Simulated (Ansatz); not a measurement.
# GaAs wire along [110], 16 atoms a period, H-terminated: bands by functional and under strain, part 2 of 3

Wanted: the relaxed geometry and the bands of the GaAs wire along [110], 16 atoms a period, H-terminated.

Ansatz 0.2.0; DFT PBE, plane waves, PAW; relaxation of a wire's period; PAW set soft_1 (the session's first sound run).

So far. Step 2 (Relaxation of atoms and period): The cell's length comes to 4.148 Å with spin left out.

### 3. The perfect wire

This step: DFT PBE, plane waves, PAW; bands of a perfect wire; PAW set soft_1 (Ansatz 0.2.0).

At the relaxed period the bands are computed along the axis; those that cross an energy going forward count the channels that a perfect wire would open there.

Contents of input.yaml:

```yaml
crystal:
  lattice:
    - [18.67, 0.0, 0.0]
    - [0.0, 17.512, 0.0]
    - [0.0, 0.0, 4.1478573595]
  atoms:
    - { symbol: As, position: [0.38463483, 0.382396549, 0.0] }
    - { symbol: H, position: [0.413270015, 0.188570275, 0.0] }
    - { symbol: Ga, position: [0.458112422, 0.264085995, 0.0] }
    - { symbol: Ga, position: [0.459276696, 0.5, 0.0] }
    - { symbol: As, position: [0.688866966, 0.394485873, 0.0] }
    - { symbol: H, position: [0.729164296, 0.318626529, 0.0] }
    - { symbol: Ga, position: [0.782109289, 0.5, 0.0] }
    - { symbol: H, position: [0.190695922, 0.5, 0.22960429] }
    - { symbol: H, position: [0.821981476, 0.5, 0.325287504] }
    - { symbol: As, position: [0.245660246, 0.5, 0.5] }
    - { symbol: H, position: [0.255579343, 0.305379888, 0.5] }
    - { symbol: H, position: [0.255579343, 0.694620112, 0.5] }
    - { symbol: Ga, position: [0.310005315, 0.373282669, 0.5] }
    - { symbol: Ga, position: [0.310005315, 0.626717331, 0.5] }
    - { symbol: As, position: [0.532898771, 0.275131957, 0.5] }
    - { symbol: As, position: [0.532898771, 0.724868043, 0.5] }
    - { symbol: As, position: [0.535128008, 0.5, 0.5] }
    - { symbol: H, position: [0.581768905, 0.205336473, 0.5] }
    - { symbol: H, position: [0.581768905, 0.794663527, 0.5] }
    - { symbol: Ga, position: [0.614365272, 0.386228352, 0.5] }
    - { symbol: Ga, position: [0.614365272, 0.613771648, 0.5] }
    - { symbol: H, position: [0.821981476, 0.5, 0.674712496] }
    - { symbol: H, position: [0.190695922, 0.5, 0.77039571] }
    - { symbol: As, position: [0.38463483, 0.617603451, 0.0] }
    - { symbol: H, position: [0.413270015, 0.811429725, 0.0] }
    - { symbol: Ga, position: [0.458112422, 0.735914005, 0.0] }
    - { symbol: As, position: [0.688866966, 0.605514127, 0.0] }
    - { symbol: H, position: [0.729164296, 0.681373471, 0.0] }
kpoints:
  mp_grid: { grid: [1, 1, 20] }
  band_path: { path: ["Γ", Z], npoints: 90 }
scf:
  occupations: { method: fermi_dirac, width: 0.05 }
hamiltonian:
  xc: pbe
  pseudopotentials: { kind: paw, azcp: { folder: soft_1 } }
output:
  dos: { e_range: [-5, 4] }
  write_potential: true
  write_density: true
  volumetric_format: npy
```

Command:

```sh
$ ansatz run input.yaml --threads 4 --pin off --max-ram 16384MiB --backend cpu --events-out ev --progress --plain --runs-dir out
```

Numbers of over 12 decimals in the logs are rounded to 6 here.

The program printed:

```text
[...]
Crystal: 28 atoms, lattice volume = 1356.138 Å³
Basis set: ecut = 420 eV, 26389 PW (Γ)
Bands: 146, of which v1, the nominal top of the filled ones, is band 118 counted from 1 (117 counted from 0)
Symmetry: 4 space group operations
[...]
k-points: 11 of 20
[...]
SCF iter   1: F=—  HF=-69308.898987 eV  |F-HF|=—  |Δ(HF+E_count)|=         —  Δρ=3.24e-2  dr2=1.35e1  ethr=3.10e-3  ⟨swp⟩=6.5  Hψ=6765  notcnv=0  defer=36
[...]
SCF iter  12: F=-69304.981320 eV  HF=-69304.981320 eV  |F-HF|=6.55e-9  |Δ(HF+E_count)|=   1.27e-8  Δρ=6.37e-7  dr2=5.86e-9  ethr=4.24e-11  ⟨swp⟩=3.2  Hψ=3362  notcnv=0
SCF 1 converged in 12 iterations: F = -69304.981320 eV  dr2 = 5.86e-9
[...]
NSCF: frozen V_eff on 91 k-points
WARN: The output density's exchange-correlation potential varies sharply where the density is thin. Do not read a vacuum level from v_tot or v_xc, or from such a field of the output density. On a cell that repeats whose density bears no net charge and no dipole along the vacuum's axis use v_es (v_loc + v_h of the components); under efield.dipole_correction with no amplitude use v_es + v_field, which holds any externa [...]
SCF converged after 12 iterations
Free energy (F): -69304.981320 eV
[...]
Internal energy: -69304.981319 eV  (E = F + TS)
E sigma→0 (E₀):  -69304.981319 eV
Entropy (-TS):   -0.000000 eV (-0.000 meV/atom)
Fermi energy:    -0.431239 eV
[...]
--- Band table (eV; the first three rows and the last of 11) ---
  k-point 0: bands = [... 114 lower, -2.2701, -2.0100, -1.9409, -1.0692, 0.2347, 0.2443, 0.3646, 0.5461, ... 24 higher]
  k-point 1: bands = [... 114 lower, -2.2631, -2.1210, -2.0343, -1.1920, 0.3904, 0.4174, 0.5049, 0.6819, ... 24 higher]
  k-point 2: bands = [... 114 lower, -2.3100, -2.2755, -2.2077, -1.4383, 0.7461, 0.7965, 0.8566, 1.0216, ... 24 higher]
  k-point 10: bands = [... 114 lower, -3.0125, -2.9234, -2.7858, -2.5601, 0.9248, 1.0060, 1.1661, 1.3849, ... 24 higher]
```

Elapsed: 11 min, on 4 threads of Arm Neoverse V1, shared host; peak memory 9.7 GiB; 45 min of CPU time.

Reading the cycles: dr2 is the Hartree energy of the density residual (eV), the measure of convergence; HF is the Harris–Foulkes estimate of the energy, which meets the free energy F at convergence.

This step gave:

```
band gap : 1.304 eV
```

Electronic bands along the path, in eV, zero at the Fermi level; v1 is the highest filled band, c1 the lowest empty one:

```csv
point,v4,v3,v2,v1,c1,c2,c3,c4
Γ,-1.84,-1.58,-1.51,-0.64,0.67,0.68,0.80,0.98
halfway,-2.13,-2.01,-2.01,-1.68,1.66,1.79,2.01,2.02
Z,-2.58,-2.49,-2.35,-2.13,1.36,1.44,1.60,1.82
```

The gap is 1.30 eV, with spin left out.

On this path the gap is direct, 1.30 eV, with the valence top at Γ and the conduction bottom at Γ.

### 4. Levels at the same atoms, cutoff 500 eV, k-mesh 1×1×15

This step: DFT r2SCAN, plane waves, PAW; bands of a perfect wire at the PBE geometry; PAW set soft_1 (Ansatz 0.2.0).

The atoms stay at the PBE geometry and the functional changes. r2SCAN also reads the kinetic-energy density; it often gives larger moments and wider gaps than PBE, at a higher cost. Against the first PBE run of this kind, the cutoff is 500 eV against 420 and the mesh along the wire has 15 points against 20.

input.yaml, as its differences from that of step 3:

```diff
@@ -35,3 +35,3 @@
 kpoints:
-  mp_grid: { grid: [1, 1, 20] }
+  mp_grid: { grid: [1, 1, 15] }
   band_path: { path: ["Γ", Z], npoints: 90 }
@@ -40,8 +40,3 @@
 hamiltonian:
-  xc: pbe
+  xc: r2scan
   pseudopotentials: { kind: paw, azcp: { folder: soft_1 } }
-output:
-  dos: { e_range: [-5, 4] }
-  write_potential: true
-  write_density: true
-  volumetric_format: npy
```

The program printed:

```text
[...]
Crystal: 28 atoms, lattice volume = 1356.138 Å³
Basis set: ecut = 500 eV, 34497 PW (Γ), exchange–correlation on 576×512×128 points (64 copies of the dense FFT grid, shifted against one another)
Bands: 146, of which v1, the nominal top of the filled ones, is band 118 counted from 1 (117 counted from 0)
Symmetry: 4 space group operations
[...]
k-points: 8 of 15
[...]
--- Band table (eV; the first three rows and the last of 8) ---
  k-point 0: bands = [... 114 lower, -2.4908, -2.2518, -2.1727, -1.2562, 0.3733, 0.3890, 0.4933, 0.6770, ... 24 higher]
  k-point 1: bands = [... 114 lower, -2.4958, -2.4308, -2.3241, -1.4529, 0.6260, 0.6863, 0.7337, 0.9252, ... 24 higher]
  k-point 2: bands = [... 114 lower, -2.6148, -2.5487, -2.5013, -1.8029, 1.1739, 1.2098, 1.2961, 1.4494, ... 24 higher]
  k-point 7: bands = [... 114 lower, -3.2893, -3.2044, -3.0235, -2.8041, 1.0483, 1.1870, 1.2931, 1.4808, ... 24 higher]
[key lines of the parts left out:]
SCF converged after 11 iterations
Free energy (F): -69432.481182 eV
Fermi energy:    -0.455774 eV
```

Wall time 16 min (4 threads); peak memory 14 GiB.

Numbers from this step:

| Item | Value |
| --- | --- |
| band gap | 1.629 eV |

Electronic bands along the path, in eV, zero at the Fermi level; v1 is the highest filled band, c1 the lowest empty one:

```
  point     v4     v3     v2     v1    c1    c2    c3    c4
      Γ  -2.04  -1.80  -1.72  -0.80  0.83  0.84  0.95  1.13
halfway  -2.36  -2.23  -2.23  -1.88  1.86  1.99  2.16  2.20
      Z  -2.84  -2.74  -2.59  -2.36  1.51  1.61  1.74  1.96
```

The gap is 1.63 eV, against 1.30 eV under PBE at the relaxed period.

### 5. Levels at the same atoms, level HSE06, cutoff 420 eV

This step: DFT HSE06, plane waves, PAW; levels of a perfect wire at the PBE geometry; PAW set soft_1 (Ansatz 0.2.0).

The atoms stay at the PBE geometry and the functional changes. HSE06 mixes in a quarter of short-range exact exchange, which removes part of the self-interaction that closes gaps; it is dear, so the mesh is thinner and no path is run. Against the first PBE run of this kind, the mesh along the wire has 8 points against 20.

input.yaml, as its differences from that of step 4:

```diff
@@ -35,4 +35,3 @@
 kpoints:
-  mp_grid: { grid: [1, 1, 15] }
-  band_path: { path: ["Γ", Z], npoints: 90 }
+  mp_grid: { grid: [1, 1, 8] }
 scf:
@@ -40,3 +39,3 @@
 hamiltonian:
-  xc: r2scan
+  xc: hse06
   pseudopotentials: { kind: paw, azcp: { folder: soft_1 } }
```

The program printed:

```text
[...]
Fermi energy:    -0.526054 eV
[...]
--- Band table (eV; the first three rows and the last of 5) ---
  k-point 0: bands = [... 114 lower, -2.7515, -2.4835, -2.4196, -1.6010, 0.5801]
  k-point 1: bands = [... 114 lower, -2.8671, -2.8168, -2.7594, -2.0858, 1.3290]
  k-point 2: bands = [... 114 lower, -3.0911, -2.9751, -2.9548, -2.6353, 1.6304]
  k-point 4: bands = [... 114 lower, -3.6038, -3.4806, -3.3367, -3.1119, 1.2812]
  guard bands above this table: 27 of the run's 146 bands. The solve was not asked for them (output.publish_guard_bands: true or output.eigenvalues: true publishes all)
[key lines of the parts left out:]
Free energy (F): -69319.072991 eV
```

Elapsed: 14 min, on 4 threads; peak memory 6.2 GiB.

Numbers from this step:

```
band gap : 2.181 eV
```

The gap is 2.18 eV, against 1.30 eV under PBE at the relaxed period.

### 6. Two-component spinors, k-mesh 1×1×13

This step: DFT PBE, plane waves, fully relativistic PAW; bands of a perfect wire with spin-orbit coupling; PAW set soft_1 (Ansatz 0.2.0).

Spin-orbit coupling mixes the spins and splits bands that cross or touch without it, so it can open or close channels. Fully relativistic datasets take the place of the scalar ones. Against the first PBE run of this kind, the mesh along the wire has 13 points against 20.

input.yaml, as its differences from that of step 5:

```diff
@@ -35,3 +35,4 @@
 kpoints:
-  mp_grid: { grid: [1, 1, 8] }
+  mp_grid: { grid: [1, 1, 13] }
+  band_path: { path: ["Γ", Z], npoints: 90 }
 scf:
@@ -39,3 +40,6 @@
 hamiltonian:
-  xc: hse06
-  pseudopotentials: { kind: paw, azcp: { folder: soft_1 } }
+  xc: pbe
+  pseudopotentials: { kind: paw_fr, azcp: { folder: soft_1 } }
+magnetization:
+  noncollinear: true
+  spin_orbit: true
```

The program printed:

```text
[...]
non-collinear run that drives no moment, with spin-orbit: no starting moment large enough to seed its density (crystal.atoms[].spin), no starting occupations that ask for one, no magnetisation constraint and no magnetic field, so the semilocal B_xc is pinned to zero
Crystal: 28 atoms, lattice volume = 1356.138 Å³
Basis set: ecut = 420 eV, 26389 PW (Γ)
[...]
k-point 0: bands = [... 232 lower, -1.9217, -1.9217, -1.0677, -1.0677, 0.2357, 0.2357, 0.2446, 0.2446, ... 52 higher]
  k-point 1: bands = [... 232 lower, -2.1123, -2.1008, -1.3414, -1.2971, 0.5583, 0.5715, 0.6143, 0.6197, ... 52 higher]
  k-point 2: bands = [... 232 lower, -2.2660, -2.2656, -1.7256, -1.6712, 1.1411, 1.1416, 1.1811, 1.1981, ... 52 higher]
  k-point 6: bands = [... 232 lower, -2.7567, -2.7438, -2.5445, -2.5435, 0.9084, 0.9154, 1.0444, 1.0585, ... 52 higher]
[key lines of the parts left out:]
SCF converged after 11 iterations
Magnetization: |M| = 0.0000 μB,  M = (+0.0000, +0.0000, +0.0000) μB
Free energy (F): -69306.632281 eV
Fermi energy:    -0.431931 eV
```

Elapsed: 2.2 h, on 4 threads; peak memory 13 GiB; 8.9 h of CPU time.

This step gave:

```yaml
band_gap: 1.303 eV
```

The gap is 1.30 eV, against 1.30 eV under PBE at the relaxed period, with no moment.

### 7. Cost and result by level

Times are for 4 threads of Arm Neoverse V1, shared host. The runs compared:

```
no.     run  band gap (eV)    time  memory (GiB)
  1    lead          1.304  11 min           9.7
  2  levels          1.629  16 min            14
  3  levels          2.181  14 min           6.2
  4     SOC          1.303   2.2 h            13
```

(Continued in part 3 of 3.)

[Logs are printed without paths, hosts, clocks, repeated set-up lines and the standing remarks that a program may print on its own settings, such as how far it seeks lower states.]

[Hosts, paths, dates, database ids (printed as entryN), source tags and the programs' standing remarks are cut or masked in the printed files.]
